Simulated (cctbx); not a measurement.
**Accept or mend?**

Cell a = 4.6670 Å, b = 4.6670 Å, c = 5.7690 Å, α = 90.00°, β = 90.00°, γ = 120.00°; space group P6_3/mmc (no. 194).

Simulated single-crystal data (cctbx): Cu Kα, λ = 1.54184 Å, to d = 0.83 Å, 80 % of the full sphere, strongest reflection 70000 counts, noise from counting, a 6 % proportional error and a noise floor of 4 counts (s.d.); no absorption.

An anisotropic refinement with weights 1/σ² prints:

```text
Rint 0.046, 52 unique reflections to 0.84 A
cycle     R1     wR2    GooF  max shift (A)
   1  0.0165  0.0397   2.022   0.00000
   2  0.0124  0.0252   1.283   0.00000
final R1 0.0124 wR2 0.0252 GooF 1.283  parameters 6  data/parameter 8.7
atom        x        y        z      Ueq    occ   su(xyz)  su(Uiso or U11)
Pb1    0.33333  0.66667  0.25000   0.0072  1.000  0.00000  0.0003
Ru1    0.33333  0.66667  0.75000   0.0064  1.000  0.00000  0.0004
Fe1    0.00000  0.00000  0.00000   0.0132  1.000  0.00000  0.0008
difference map: max 1.30 min -1.17 rms 0.25
Q1    0.3333  0.6667  0.7500    2    1.35  0.00 A from Ru1
Q2    0.3333  0.6667  0.2500    2    0.66  0.00 A from Pb1
Q3    0.0000  0.0000  0.2500    2    0.50  1.44 A from Fe1
Q4    0.2143  0.4286  0.5043   12    0.50  1.71 A from Ru1
Q5    0.0833  0.4583  0.5333   24    0.39  1.65 A from Ru1
Q6    0.0130  0.1901  0.0919   24    0.34  1.01 A from Fe1
```

Q: Accept it or mend it, and why?

Mend it. The fault: wrong element: Ru1 is Rh. Against the right model at the same level, R1 goes from 0.0115 to 0.0124 and GooF from 0.98 to 1.28. Ru1 has 1 electron too few and its U shrinks to make up, as expected (near an absorption edge f′ can widen the mismatch well beyond the difference in Z). The signs are weak, and the output alone doesn't single this fault out.

The compound is FeRhPb. The right model at the same level gives:

```text
Rint 0.046, 52 unique reflections to 0.84 A
cycle     R1     wR2    GooF  max shift (A)
   1  0.0117  0.0209   1.064   0.00000
   2  0.0115  0.0192   0.976   0.00000
final R1 0.0115 wR2 0.0192 GooF 0.976  parameters 6  data/parameter 8.7
atom        x        y        z      Ueq    occ   su(xyz)  su(Uiso or U11)
Pb1    0.33333  0.66667  0.25000   0.0075  1.000  0.00000  0.0002
Rh1    0.33333  0.66667  0.75000   0.0079  1.000  0.00000  0.0003
Fe1    0.00000  0.00000  0.00000   0.0134  1.000  0.00000  0.0006
difference map: max 0.55 min -1.32 rms 0.24
Q1    0.0000  0.0000  0.2500    2    0.61  1.44 A from Fe1
Q2    0.2097  0.4194  0.9990   12    0.49  1.70 A from Fe1
Q3    0.0127  0.1922  0.0978   24    0.39  1.04 A from Fe1
Q4    0.0000  0.5000  0.0000    6    0.37  1.97 A from Rh1
Q5    0.0361  0.2665  0.2500   12    0.23  1.68 A from Pb1
Q6    0.3333  0.6667  0.2500    2    0.11  0.00 A from Pb1
```

This is a model crystal, built by substitution and not relaxed, with assumed displacement parameters.

[Middle refinement cycles are left out of these outputs.]

[Logs are printed without paths, hosts, clocks, repeated set-up lines and the standing remarks that a program may print on its own settings, such as how far it seeks lower states.]
